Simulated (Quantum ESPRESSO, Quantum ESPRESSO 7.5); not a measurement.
**Work function and surface energy of W(110) against thickness**

Aim: how the work function and the surface energy of W(110) settle with the number of layers.

Program: Quantum ESPRESSO 7.5. Level of theory: plane-wave DFT, PBE, GBRV ultrasoft pseudopotentials. Values are calculated unless marked as measured.

**What experiment says.**

For W (clean (110) face), “Anisotropic work function of elemental crystals” (2019, arxiv:1902.07811) quotes earlier work: work function (clean (110) face) 5.25 eV.

Report form: inputs, costs, results and the conclusion, without the logs.

## Step 1: The structure

The cell holds 8 atoms: 8 W. Cell: a = 2.737 Å, b = 2.737 Å, c = 30.641 Å, α = 90.0°, β = 90.0°, γ = 70.5°. It derives from W. Vacuum lies along c.

Coordinates:

```cif
data_structure
_symmetry_space_group_name_H-M 'P 1'
_symmetry_Int_Tables_number 1
_cell_length_a 2.7366
_cell_length_b 2.7366
_cell_length_c 30.6412
_cell_angle_alpha 90.000
_cell_angle_beta 90.000
_cell_angle_gamma 70.529
_cell_volume 216.35
loop_
_atom_site_label
_atom_site_type_symbol
_atom_site_fract_x
_atom_site_fract_y
_atom_site_fract_z
_atom_site_occupancy
W1 W 0.00000 0.00000 0.24477 1
W2 W 0.50000 0.50000 0.31769 1
W3 W 0.00000 0.00000 0.39062 1
W4 W 0.50000 0.50000 0.46354 1
W5 W 0.00000 0.00000 0.53646 1
W6 W 0.50000 0.50000 0.60938 1
W7 W 0.00000 0.00000 0.68231 1
W8 W 0.50000 0.50000 0.75523 1
```

## Step 2: Running the series

ASE writes the inputs, starts pw.x and reads the results. Under ESM bc1 the zero of energy of a symmetric slab is the vacuum, so the work function is minus the Fermi level.

File run.py:

```python
import json
import numpy as np
from ase.build import bcc110
from ase.calculators.espresso import Espresso, EspressoProfile

profile = EspressoProfile(command='mpirun -n 4 pw.x -nk 4', pseudo_dir='../pseudo')
pseudopotentials = {'W': 'w_pbe_v1.2.uspp.F.UPF'}
system = {'ecutwfc': 40, 'ecutrho': 200, 'occupations': 'smearing', 'smearing': 'mv', 'degauss': 0.02}


def calculator(name, kpts, **extra):
    data = dict(control=dict(tprnfor=True, verbosity='high', disk_io='none'),
                system=system | extra,
                electrons=dict(conv_thr=1e-07, mixing_beta=0.4, mixing_mode='local-TF',
                               electron_maxstep=100))
    return Espresso(profile=profile, directory=name, pseudopotentials=pseudopotentials, kpts=kpts, input_data=data)


def centre(atoms):
    z = atoms.positions[:, 2]
    atoms.positions[:, 2] -= (z.max() + z.min()) / 2  # ESM wants the slab about z = 0
    return atoms


rows = []
for n in [3, 4, 5, 6, 7, 8]:
    slab = centre(bcc110('W', size=(1, 1, n), a=3.16, vacuum=7.5, periodic=True))
    slab.set_initial_magnetic_moments([0.0] * n)
    slab.calc = calculator(f'n{n}', (12, 12, 1), assume_isolated='esm', esm_bc='bc1')
    energy = slab.get_potential_energy()
    work = -slab.calc.get_fermi_level()
    force = slab.get_forces()[-1, 2]
    rows.append([n, energy, work, force])
    print(f'{n} layers: E = {energy:.5f} eV, work function {work:.3f} eV, force on the top atom {force:+.3f} eV/A')

n, energy = np.array(rows)[:, :2].T
slope, offset = np.polyfit(n[1:], energy[1:], 1)
area = np.linalg.norm(np.cross(*slab.cell[:2]))
gamma = offset / (2 * area) * 16.0218
print(f'bulk energy from the slope {slope:.5f} eV an atom; unrelaxed surface energy {gamma:.3f} J/m^2')
json.dump(dict(rows=rows, slope=slope, gamma=gamma), open('result.json', 'w'))
```

Launch:

```console
$ OMP_NUM_THREADS=1 python run.py
```

Wall time 21 min (4 MPI ranks of Arm Neoverse V2, shared host); peak memory 1.2 GiB; 84 min of CPU time.

Read from the output:

```
surface energy                     : 3.287 J/m²
work function of the thickest slab : 4.908 eV
```

Table of work function by layers:

```csv
layers,work function (eV)
3.00,4.90
4.00,4.91
5.00,4.88
6.00,4.91
7.00,4.90
8.00,4.91
```

The force on the top atom along the normal by layers:

```csv
layers,force on the top atom along the normal (eV/Å)
3.00,-0.322
4.00,-0.335
5.00,-0.299
6.00,-0.355
7.00,-0.338
8.00,-0.302
```

The energy less the bulk line's slope by layers:

```csv
layers,energy less the bulk line's slope (meV)
3.00,2960
4.00,2893
5.00,2908
6.00,2892
7.00,2892
8.00,2900
```

## Step 3: The script: LDA, GBRV ultrasoft

Level of this step: plane-wave DFT, LDA, GBRV ultrasoft pseudopotentials (Quantum ESPRESSO 7.5).

run.py is the input of step 2 with these lines changed:

```diff
@@ -6,3 +6,3 @@
 profile = EspressoProfile(command='mpirun -n 4 pw.x -nk 4', pseudo_dir='../pseudo')
-pseudopotentials = {'W': 'w_pbe_v1.2.uspp.F.UPF'}
+pseudopotentials = {'W': 'w_lda_v1.2.uspp.F.UPF'}
 system = {'ecutwfc': 40, 'ecutrho': 200, 'occupations': 'smearing', 'smearing': 'mv', 'degauss': 0.02}
```

Launch:

```console
$ OMP_NUM_THREADS=1 python run.py
```

Wall time 20 min (4 MPI ranks); peak memory 1.2 GiB; 80 min of CPU time.

This step gave:

```
surface energy                     : 3.804 J/m²
work function of the thickest slab : 5.176 eV
```

The work function by layers:

```csv
layers,work function (eV)
3.00,5.18
4.00,5.18
5.00,5.16
6.00,5.18
7.00,5.17
8.00,5.18
```

Table of force on the top atom along the normal by layers:

```csv
layers,force on the top atom along the normal (eV/Å)
3.00,-0.952
4.00,-0.986
5.00,-0.910
6.00,-0.988
7.00,-0.968
8.00,-0.948
```

Table of energy less the bulk line's slope by layers:

```csv
layers,energy less the bulk line's slope (meV)
3.00,3424
4.00,3348
5.00,3363
6.00,3347
7.00,3347
8.00,3356
```

## Step 4: Running the series, with maxstep = 4

One more run, with a changed input.

Level of this step: plane-wave DFT, PBE, GBRV ultrasoft pseudopotentials (Quantum ESPRESSO 7.5).

run.py is the input of step 2 with these lines changed:

```diff
@@ -14,3 +14,3 @@
                 electrons=dict(conv_thr=1e-07, mixing_beta=0.4, mixing_mode='local-TF',
-                               electron_maxstep=100))
+                               electron_maxstep=4))
     return Espresso(profile=profile, directory=name, pseudopotentials=pseudopotentials, kpts=kpts, input_data=data)
@@ -25,3 +25,3 @@
 rows = []
-for n in [3, 4, 5, 6, 7, 8]:
+for n in [3, 4, 5]:
     slab = centre(bcc110('W', size=(1, 1, n), a=3.16, vacuum=7.5, periodic=True))
```

Launch:

```console
$ OMP_NUM_THREADS=1 python run.py
```

Run time: 13 s. Hardware: 4 MPI ranks; peak memory 0.62 GiB; 50 s of CPU time.

No converged result was reached; the numbers in the log don't describe the system.

The fault put into the input: too few SCF iterations (maxstep = 4).

More iterations help only where the error still falls; otherwise mixing must be gentler (smaller beta, local-TF) or the set-up mended.

## Step 5: Worked from the printed numbers

γ = (E_N − N e_bulk)/(2A). The excess of the thickest slab is 2.900 eV and A = 7.061 Å²: 2.900/(2 × 7.061) × 16.02 = 3.29 J/m² (1 eV/Å² = 16.02 J/m²); the fit's intercept gives 3.29.

## Step 6: Results

```
work function of the thickest slab, PBE, GBRV ultrasoft : 4.91 eV
unrelaxed surface energy, PBE, GBRV ultrasoft           : 3.29 J/m²
work function of the thickest slab, LDA, GBRV ultrasoft : 5.18 eV
unrelaxed surface energy, LDA, GBRV ultrasoft           : 3.80 J/m²
```

In words: The thickest slab gives a work function of 4.91 eV and the series an unrelaxed surface energy of 3.29 J/m² (PBE, GBRV ultrasoft). The work function swings by 0.03 eV over 3 to 8 layers and by 0.01 eV over the last step; confined states crossing the Fermi level and the finite mesh both contribute. From 3 layers on it stays within 0.1 eV. The force on the top atom of the thickest slab points inwards (0.30 eV/Å). The slabs are cut from the bulk at the tabulated lattice constant and not relaxed; the surface energy comes from a straight line through the energies of all but the thinnest slab. Spin-orbit coupling is left out; depending on the atoms that carry the band edges, it can split and shift them by tens to hundreds of meV.

Calculation against experiment:

| quantity | measured | PBE, GBRV | LDA, GBRV |
| --- | --- | --- | --- |
| work function (clean (110) face) (eV) | 5.25 | 4.91 (-0.34 eV) | 5.18 (-0.07 eV) |

Measured values from arxiv:1902.07811 (2019).

How well it matches: For the work function, of the levels listed nearest comes LDA, GBRV (-0.07 eV, good agreement) and farthest PBE, GBRV (-0.34 eV, fair agreement).

[Long decimals in the printed logs are rounded to 6 places.]

[Logs are printed without paths, hosts, clocks, repeated set-up lines and the standing remarks that a program may print on its own settings, such as how far it seeks lower states.]

[Hosts, paths, dates, database ids (printed as entryN), source tags and the programs' standing remarks are cut or masked in the printed files.]

[Maps of the electrostatic potential energy from Ansatz leave out the sawtooth potential of an applied field or a dipole correction, so their vacuum need not be flat; planar profiles and work functions include it.]
